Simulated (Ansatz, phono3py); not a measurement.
# ZnO (zincite, P6_3mc): thermal conductivity with phono3py

The second- and third-order constants of ZnO (zincite) come from an earlier supercell run; what does phono3py make of them?

What experiment has found for this phase:
- thermal conductivity 60 W/m/K near room temperature (given in “Combining the AFLOW GIBBS and Elastic Libraries to efficiently and robustly screen thermo-mechanical properties of solids”, 2017, arXiv:1611.05714)

Calculated with Ansatz 0.2.0 and phono3py 4.10.0; DFT r2SCAN, scalar-relativistic, plane waves, PAW; PAW set soft_1, in the first sound run; inputs show where later runs differ.

### 1. Set-up

The structure is hexagonal, space group P6_3mc (No. 186). Conventional cell: a = 3.235 Å, b = 3.235 Å, c = 5.211 Å, α = 90.00°, β = 90.00°, γ = 120.00°. Nearest to Zn lie 4 O at 1.97 to 1.98 Å. O has 4 Zn at 1.97 to 1.98 Å nearest. Farther neighbours and most contacts between anions are not listed.

### 2. Where the constants come from

input.yaml

```yaml
crystal:
  lattice:
    - [3.2352784346, 0.0, 0.0]
    - [-1.6176392173, 2.8018333127, 0.0]
    - [0.0, 0.0, 5.2112189811]
  atoms:
    - { symbol: Zn, position: [0.3333333333, 0.6666666667, 0.4996715184] }
    - { symbol: Zn, position: [0.6666666667, 0.3333333333, -0.0003284816] }
    - { symbol: O, position: [0.6666666667, 0.3333333333, 0.3793384816] }
    - { symbol: O, position: [0.3333333333, 0.6666666667, 0.8793384816] }
kpoints:
  mp_grid: { grid: [9, 9, 6] }
hamiltonian:
  xc: r2scan
  pseudopotentials: { kind: paw, azcp: { folder: soft_1 } }
scf:
  occupations: { method: fixed }
  lower_state_search: "off"
output:
  eigenvalues: true
phonons:
  method: fd
  dielectric: true
  supercell: [3, 3, 2]
  temperatures: { t_max: 1000, t_step: 50 }
  qpath:
    path:
      - [[0.0, 0.0, 0.0], [0.5, 0.0, 0.0], [0.33333333, 0.33333333, 0.0], [0.0, 0.0, 0.0], [0.0, 0.0, 0.5], [0.5, 0.0, 0.5], [0.33333333, 0.33333333, 0.5], [0.0, 0.0, 0.5]]
      - [[0.5, 0.0, 0.5], [0.5, 0.0, 0.0]]
      - [[0.33333333, 0.33333333, 0.0], [0.33333333, 0.33333333, 0.5]]
    npoints: 10
  third_order: { supercell: [3, 3, 2], pair_cutoff: 3.385 }
  lattice_thermal_conductivity:
    qmesh: [17, 17, 9]
    temperatures: [100.0, 150.0, 200.0, 300.0, 400.0, 500.0, 600.0, 800.0]
    isotope_mass_variance:
      - { species: O, variance: 3.359e-05 }
      - { species: Zn, variance: 0.0005982 }
```

Run with:

```bash
$ ansatz run input.yaml --threads 18 --pin off --max-ram 92160MiB --backend cuda --events-out ev --progress --plain --runs-dir out --max-vram 78GiB
```

Run time: 15 min. Hardware: 1 × NVIDIA GB200 with 18 threads of Arm Neoverse V2, shared host; peak memory 4.6 GiB.

This step gave:

```yaml
highest_frequency: 564.3 cm⁻¹
kappa_at_300_k_relaxation_time: 42.11 W/m/K
kappa_at_300_k_full_solution: 45.24 W/m/K
dipole_term: run
third_order_blocks: 616
```

### 3. Relaxation-time solution

The base run: each mode relaxes on its own with natural isotopes, and rates are split into normal and umklapp parts.

This step: DFT r2SCAN, scalar-relativistic, plane waves, PAW; PAW set soft_1; phono3py on Ansatz's force constants (phono3py 4.10.0).

phono3py.yaml

```yaml
phono3py:
  version: "4.10.0"
  frequency_unit_conversion_factor: 15.633302
  symmetry_tolerance: 1.00000e-05

physical_unit:
  atomic_mass: "AMU"
  length: "angstrom"

space_group:
  type: "P6_3mc"
  number: 186
  Hall_symbol: "P 6c -2c"

primitive_matrix:
- [  1.000000000000000,  0.000000000000000,  0.000000000000000 ]
- [  0.000000000000000,  1.000000000000000,  0.000000000000000 ]
- [  0.000000000000000,  0.000000000000000,  1.000000000000000 ]

supercell_matrix:
- [   3,   0,   0 ]
- [   0,   3,   0 ]
- [   0,   0,   2 ]

# [primitive_cell block left out]
unit_cell:
  lattice:
  - [     3.235278434611806,     0.000000000000000,     0.000000000000000 ] # a
  - [    -1.617639217305903,     2.801833312689776,     0.000000000000000 ] # b
  - [     0.000000000000000,     0.000000000000000,     5.211218981100000 ] # c
  points:
  - symbol: Zn # 1
    coordinates: [  0.333333333333333,  0.666666666666667,  0.499671518400000 ]
    mass: 65.380000
    reduced_to: 1
  - symbol: Zn # 2
    coordinates: [  0.666666666666667,  0.333333333333333, -0.000328481600000 ]
    mass: 65.380000
    reduced_to: 2
  - symbol: O # 3
    coordinates: [  0.666666666666667,  0.333333333333333,  0.379338481600000 ]
    mass: 15.999000
    reduced_to: 3
  - symbol: O # 4
    coordinates: [  0.333333333333333,  0.666666666666667,  0.879338481600000 ]
    mass: 15.999000
    reduced_to: 4

# [supercell block left out]
phonon_supercell_matrix:
- [   3,   0,   0 ]
- [   0,   3,   0 ]
- [   0,   0,   2 ]

# [phonon_primitive_cell block left out]
# [phonon_supercell block left out]
nac:
  born_effective_charge:
  - # 1 (Zn)
    - [  2.087571553294039,  0.000000000000000,  0.000000000000000 ]
    - [  0.000000000000000,  2.087571553294039,  0.000000000000000 ]
    - [  0.000000000000001,  0.000000000000000,  2.137260761707632 ]
  - # 2 (Zn)
    - [  2.087571553294039,  0.000000000000000,  0.000000000000001 ]
    - [  0.000000000000000,  2.087571553294039,  0.000000000000000 ]
    - [  0.000000000000001,  0.000000000000000,  2.137260761707632 ]
  - # 3 (O)
    - [ -2.087571553294039,  0.000000000000000, -0.000000000000001 ]
    - [  0.000000000000000, -2.087571553294039,  0.000000000000000 ]
    - [  0.000000000000000,  0.000000000000000, -2.137260761707632 ]
  - # 4 (O)
    - [ -2.087571553294038,  0.000000000000000, -0.000000000000001 ]
    - [  0.000000000000000, -2.087571553294040,  0.000000000000000 ]
    - [ -0.000000000000001,  0.000000000000000, -2.137260761707632 ]
  dielectric_constant:
    - [  4.336310970629733,  0.000000000000000,  0.000000000000001 ]
    - [  0.000000000000000,  4.336310970629734,  0.000000000000000 ]
    - [  0.000000000000001,  0.000000000000000,  4.398728070535258 ]
  unit_conversion_factor: 14.399645
```

Run with:

```bash
$ phono3py phono3py.yaml --mesh 17 17 9 --br --isotope --nu --ts 100 150 200 300 400 500 600 800
```

The program printed:

```text
Rust backend (phonors) using rayon (8 threads).
Running in phono3py.load mode.
Spglib version 2.8.0
----------------------------- General settings -----------------------------
Run mode: conductivity-RTA
HDF5 data compression filter: gzip
Crystal structure was read from "phono3py.yaml".
Supercell (dim): [3 3 2]
Phonon supercell (dim-fc2): [3 3 2]
Primitive matrix:
  [1. 0. 0.]
  [0. 1. 0.]
  [0. 0. 1.]
Spacegroup: P6_3mc (186)
Use -v option to watch primitive cell, unit cell, and supercell structures.
NAC parameters were read from "phono3py.yaml".
fc3 was read from "fc3.hdf5".
fc2 was read from "fc2.hdf5".
----------------------------- Force constants ------------------------------
Max drift of fc3: -0.00000200 (xxy) -0.00000200 (xxy) -0.00000200 (xyx)
Max drift of fc2: 0.00000600 (zz) 0.00000600 (zz)
--------------------------- Calculation settings ---------------------------
Non-analytical term correction (NAC): True
NAC unit conversion factor:  14.39964
BZ integration: Tetrahedron-method
Temperature:  100.0  150.0  200.0  300.0  400.0 ... 800.0
Cutoff frequency: 0.01
Mesh sampling: [ 17 17 9 ]
Generating grid system ... [ 17 17 9 ]
fc3-r2q-transformation over three atoms: True
--------------------------- Phonon calculations ----------------------------
Use NAC by Gonze et al. (no real space sum in current implementation)
  PRB 50, 13035(R) (1994), PRB 55, 10355 (1997)
  G-cutoff distance: 1.15, Number of G-points: 311, Lambda: 0.25
Running harmonic phonon calculations...
-------------------- Lattice thermal conductivity (RTA) --------------------
Running heat capacity calculations...
Running velocity calculations...
Running isotope scattering calculations with tetrahedron method...
======================= Grid point 0 (1/165) =======================
q-point: ( 0.00  0.00  0.00)
Boundary mean free path (millimeter): 1000.000
Mass variance parameters: 5.98e-04 5.98e-04 3.36e-05 3.36e-05
Number of triplets: 165
Frequency     group velocity (x, y, z)     |gv|
  -0.002   (   0.000    0.000    0.000)    0.000
   0.004   (   0.000   -0.000    0.000)    0.000
   0.006   (  -0.000    0.000    0.000)    0.000
   2.752   (   0.000    0.000   -0.000)    0.000
   2.752   (   0.000    0.000    0.000)    0.000
   7.737   (   0.000    0.000    0.000)    0.000
  11.161   (   0.000   -0.000    0.000)    0.000
  11.833   (   0.000   -0.000    0.000)    0.000
  11.833   (   0.000    0.000   -0.000)    0.000
  12.800   (  -0.000   -0.000   -0.000)    0.000
  12.800   (   0.000   -0.000    0.000)    0.000
  16.266   (   0.000    0.000   -0.000)    0.000
======================= Grid point 1 (2/165) =======================
q-point: ( 0.06  0.00  0.00)
Boundary mean free path (millimeter): 1000.000
Mass variance parameters: 5.98e-04 5.98e-04 3.36e-05 3.36e-05
Number of triplets: 405
Frequency     group velocity (x, y, z)     |gv|
   0.474   (  19.470   11.241    0.000)   22.481
   0.505   (  24.765   14.298    0.000)   28.596
   1.225   (  48.662   28.095    0.000)   56.190
   2.756   (   0.529    0.305    0.000)    0.611
[...]
[162 grid points left out]
======================= Grid point 1321 (165/165) =======================
q-point: ( 0.35  0.29  0.44)
Boundary mean free path (millimeter): 1000.000
Mass variance parameters: 5.98e-04 5.98e-04 3.36e-05 3.36e-05
Number of triplets: 693
Frequency     group velocity (x, y, z)     |gv|
[...]
7.611   (   0.162   -0.280    4.094)    4.107
   7.636   (   1.117   -1.934    1.815)    2.878
  13.067   (  -0.451    0.781   -1.224)    1.520
  13.117   (   1.507   -2.609   -5.819)    6.553
  14.879   (  -4.536    7.856   10.944)   14.214
  15.105   (  -5.015    8.686  -10.037)   14.189
  15.942   (   2.794   -4.840    2.083)    5.964
  15.958   (   3.647   -6.318    0.610)    7.320
=================== End of collection of collisions ===================
----------- Thermal conductivity (W/m-k) with tetrahedron method -----------
#  T(K)        xx         yy         zz         yz         xz         xy
  100.0     129.019    129.019    149.711      0.000      0.000     -0.000
  150.0      86.601     86.601     97.562      0.000      0.000     -0.000
  200.0      63.309     63.309     70.078      0.000      0.000     -0.000
  300.0      40.682     40.682     44.344      0.000      0.000     -0.000
  400.0      30.049     30.049     32.563      0.000      0.000     -0.000
  500.0      23.898     23.898     25.824      0.000      0.000     -0.000
  600.0      19.874     19.874     21.442      0.000      0.000     -0.000
  800.0      14.905     14.905     16.054      0.000      0.000     -0.000

Thermal conductivity related properties were written into
"kappa-m17179.hdf5".
Summary of calculation was written in "phono3py.yaml".
```

The job ended after 42 s (8 threads of Intel Xeon at 2.70GHz, shared host; peak memory 0.1 GiB).

Numbers from this step:

```yaml
kappa_at_300_k: 41.9 W/m/K
kappa_xx_yy_zz_at_300_k: 40.68, 40.68, 44.34 W/m/K
normal_share_of_three_phonon_scattering_at_300_k: 0.545
```

W/m/K. Kappa, by row:

| T (K) | xx | yy | zz | yz | xz | xy |
| --- | --- | --- | --- | --- | --- | --- |
| 100 | 129 | 129 | 149.7 | 0 | 0 | 0 |
| 150 | 86.6 | 86.6 | 97.56 | 0 | 0 | 0 |
| 200 | 63.31 | 63.31 | 70.08 | 0 | 0 | 0 |
| 300 | 40.68 | 40.68 | 44.34 | 0 | 0 | 0 |
| 400 | 30.05 | 30.05 | 32.56 | 0 | 0 | 0 |
| 500 | 23.9 | 23.9 | 25.82 | 0 | 0 | 0 |
| 600 | 19.87 | 19.87 | 21.44 | 0 | 0 | 0 |
| 800 | 14.91 | 14.91 | 16.05 | 0 | 0 | 0 |

Table of lattice thermal conductivity by temperature:

| temperature (K) | xx (W/m/K) | zz (W/m/K) |
| --- | --- | --- |
| 100 | 129 | 150 |
| 150 | 86.6 | 97.6 |
| 200 | 63.3 | 70.1 |
| 300 | 40.7 | 44.3 |
| 400 | 30.1 | 32.6 |
| 500 | 23.9 | 25.8 |
| 600 | 19.9 | 21.4 |
| 800 | 14.9 | 16.1 |

The mean scattering rate at 300 K by frequency:

| frequency (THz) | normal (1/ps) | umklapp (1/ps) |
| --- | --- | --- |
| 0.35 | 0.00437 | 1.3e-4 |
| 1.06 | 0.0125 | 0.00265 |
| 1.76 | 0.014 | 0.00549 |
| 2.47 | 0.0209 | 0.0133 |
| 3.17 | 0.0293 | 0.0358 |
| 3.88 | 0.0491 | 0.0479 |
| 4.59 | 0.0997 | 0.0576 |
| 5.29 | 0.161 | 0.103 |
| 6.00 | 0.107 | 0.0995 |
| 6.70 | 0.149 | 0.161 |
| 7.41 | 0.288 | 0.232 |
| 8.11 | 0.349 | 0.374 |
| 8.82 | - | - |
| 9.52 | - | - |
| 10.23 | - | - |
| 10.93 | 2.39 | 0.0514 |
| 11.64 | 2.35 | 0.505 |
| 12.34 | 1.12 | 0.614 |
| 13.05 | 0.32 | 0.337 |
| 13.76 | 0.217 | 0.183 |
| 14.46 | 0.205 | 0.124 |
| 15.17 | 0.259 | 0.166 |
| 15.87 | 0.41 | 0.407 |
| 16.58 | 0.697 | 0.639 |

The base value at 300 K is 41.9 W/(m K).

The lattice thermal conductivity is 40.7 W/m/K at 300 K (xx), going as T^-1.0 above 200 K; 44.3 W/m/K at 300 K (zz), going as T^-1.1 above 200 K.

### 4. Two programs, one set of constants

This step: DFT r2SCAN, scalar-relativistic, plane waves, PAW; PAW set soft_1 (Ansatz 0.2.0).

Ansatz's figure includes its coherence part. Comparison, by row:

| T (K) | Ansatz RTA (W/m/K) | phono3py RTA (W/m/K) | difference (%) |
| --- | --- | --- | --- |
| 100 | 136.6 | 135.9 | -0.49 |
| 150 | 90.62 | 90.25 | -0.41 |
| 200 | 65.84 | 65.57 | -0.41 |
| 300 | 42.11 | 41.9 | -0.5 |
| 400 | 31.09 | 30.89 | -0.65 |
| 500 | 24.74 | 24.54 | -0.82 |
| 600 | 20.61 | 20.39 | -1.04 |
| 800 | 15.52 | 15.29 | -1.46 |

### 5. Without isotopes, third order supercell 3×3×2, supercell 3×3×2

Leaving out the isotope term shows how much the natural mass disorder scatters.

This step: DFT r2SCAN, scalar-relativistic, plane waves, PAW; PAW set soft_1; phono3py on Ansatz's force constants (phono3py 4.10.0).

phono3py.yaml is that of step 3.

Run with:

```bash
$ phono3py phono3py.yaml --mesh 17 17 9 --br --ts 100 150 200 300 400 500 600 800
```

The program printed:

```text
[banner, memory and clock lines left out]
Rust backend (phonors) using rayon (8 threads).
Running in phono3py.load mode.
Spglib version 2.8.0
----------------------------- General settings -----------------------------
Run mode: conductivity-RTA
HDF5 data compression filter: gzip
Crystal structure was read from "phono3py.yaml".
Supercell (dim): [3 3 2]
Phonon supercell (dim-fc2): [3 3 2]
Primitive matrix:
  [1. 0. 0.]
  [0. 1. 0.]
  [0. 0. 1.]
Spacegroup: P6_3mc (186)
Use -v option to watch primitive cell, unit cell, and supercell structures.
NAC parameters were read from "phono3py.yaml".
fc3 was read from "fc3.hdf5".
fc2 was read from "fc2.hdf5".
----------------------------- Force constants ------------------------------
Max drift of fc3: -0.00000200 (xxy) -0.00000200 (xxy) -0.00000200 (xyx)
Max drift of fc2: 0.00000600 (zz) 0.00000600 (zz)
--------------------------- Calculation settings ---------------------------
Non-analytical term correction (NAC): True
NAC unit conversion factor:  14.39964
BZ integration: Tetrahedron-method
Temperature:  100.0  150.0  200.0  300.0  400.0 ... 800.0
Cutoff frequency: 0.01
Mesh sampling: [ 17 17 9 ]
Generating grid system ... [ 17 17 9 ]
fc3-r2q-transformation over three atoms: True
--------------------------- Phonon calculations ----------------------------
  PRB 50, 13035(R) (1994), PRB 55, 10355 (1997)
  G-cutoff distance: 1.15, Number of G-points: 311, Lambda: 0.25
Running harmonic phonon calculations...
-------------------- Lattice thermal conductivity (RTA) --------------------
Running heat capacity calculations...
Running velocity calculations...
======================= Grid point 0 (1/165) =======================
q-point: ( 0.00  0.00  0.00)
Boundary mean free path (millimeter): 1000.000
Number of triplets: 165
Frequency     group velocity (x, y, z)     |gv|
  -0.002   (   0.000    0.000    0.000)    0.000
   0.004   (   0.000   -0.000    0.000)    0.000
   0.006   (  -0.000    0.000    0.000)    0.000
   2.752   (   0.000    0.000   -0.000)    0.000
   2.752   (   0.000    0.000    0.000)    0.000
   7.737   (   0.000    0.000    0.000)    0.000
  11.161   (   0.000   -0.000    0.000)    0.000
  11.833   (   0.000   -0.000    0.000)    0.000
  11.833   (   0.000    0.000   -0.000)    0.000
  12.800   (  -0.000   -0.000   -0.000)    0.000
  12.800   (   0.000   -0.000    0.000)    0.000
  16.266   (   0.000    0.000   -0.000)    0.000
======================= Grid point 1 (2/165) =======================
q-point: ( 0.06  0.00  0.00)
Boundary mean free path (millimeter): 1000.000
Number of triplets: 405
Frequency     group velocity (x, y, z)     |gv|
   0.474   (  19.470   11.241    0.000)   22.481
   0.505   (  24.765   14.298    0.000)   28.596
   1.225   (  48.662   28.095    0.000)   56.190
   2.756   (   0.529    0.305    0.000)    0.611
[...]
[162 grid points left out]
======================= Grid point 1321 (165/165) =======================
q-point: ( 0.35  0.29  0.44)
Boundary mean free path (millimeter): 1000.000
Number of triplets: 693
Frequency     group velocity (x, y, z)     |gv|
[...]
7.611   (   0.162   -0.280    4.094)    4.107
   7.636   (   1.117   -1.934    1.815)    2.878
  13.067   (  -0.451    0.781   -1.224)    1.520
  13.117   (   1.507   -2.609   -5.819)    6.553
  14.879   (  -4.536    7.856   10.944)   14.214
  15.105   (  -5.015    8.686  -10.037)   14.189
  15.942   (   2.794   -4.840    2.083)    5.964
  15.958   (   3.647   -6.318    0.610)    7.320
=================== End of collection of collisions ===================
----------- Thermal conductivity (W/m-k) with tetrahedron method -----------
#  T(K)        xx         yy         zz         yz         xz         xy
  100.0     196.820    196.820    223.356      0.000      0.000     -0.000
  150.0     111.885    111.885    124.445      0.000      0.000     -0.000
  200.0      75.603     75.603     82.967      0.000      0.000     -0.000
  300.0      45.336     45.336     49.167      0.000      0.000     -0.000
  400.0      32.496     32.496     35.090      0.000      0.000     -0.000
  500.0      25.416     25.416     27.390      0.000      0.000     -0.000
  600.0      20.912     20.912     22.512      0.000      0.000     -0.000
  800.0      15.482     15.482     16.649      0.000      0.000     -0.000

Thermal conductivity related properties were written into
"kappa-m17179.hdf5".
Summary of calculation was written in "phono3py.yaml".
```

Elapsed: 41 s, on 8 threads; peak memory 0.1 GiB.

Numbers from this step:

* κ at 300 K: 46.61 W/m/K
* κ xx, yy, zz at 300 K: 45.34, 45.34, 49.17 W/m/K

W/m/K. Kappa, by row:

| T (K) | xx | yy | zz | yz | xz | xy |
| --- | --- | --- | --- | --- | --- | --- |
| 100 | 196.8 | 196.8 | 223.4 | 0 | 0 | 0 |
| 150 | 111.9 | 111.9 | 124.4 | 0 | 0 | 0 |
| 200 | 75.6 | 75.6 | 82.97 | 0 | 0 | 0 |
| 300 | 45.34 | 45.34 | 49.17 | 0 | 0 | 0 |
| 400 | 32.5 | 32.5 | 35.09 | 0 | 0 | 0 |
| 500 | 25.42 | 25.42 | 27.39 | 0 | 0 | 0 |
| 600 | 20.91 | 20.91 | 22.51 | 0 | 0 | 0 |
| 800 | 15.48 | 15.48 | 16.65 | 0 | 0 | 0 |

κ at 300 K goes from 41.9 in the base run to 46.6 W/(m K).

[end of part 1 of 5]

[Logs are printed without paths, hosts, clocks, repeated set-up lines and the standing remarks that a program may print on its own settings, such as how far it seeks lower states.]

[Hosts, paths, dates, database ids (printed as entryN), source tags and the programs' standing remarks are cut or masked in the printed files.]

[A step with changed settings may run another functional than the one named; its input shows which.]
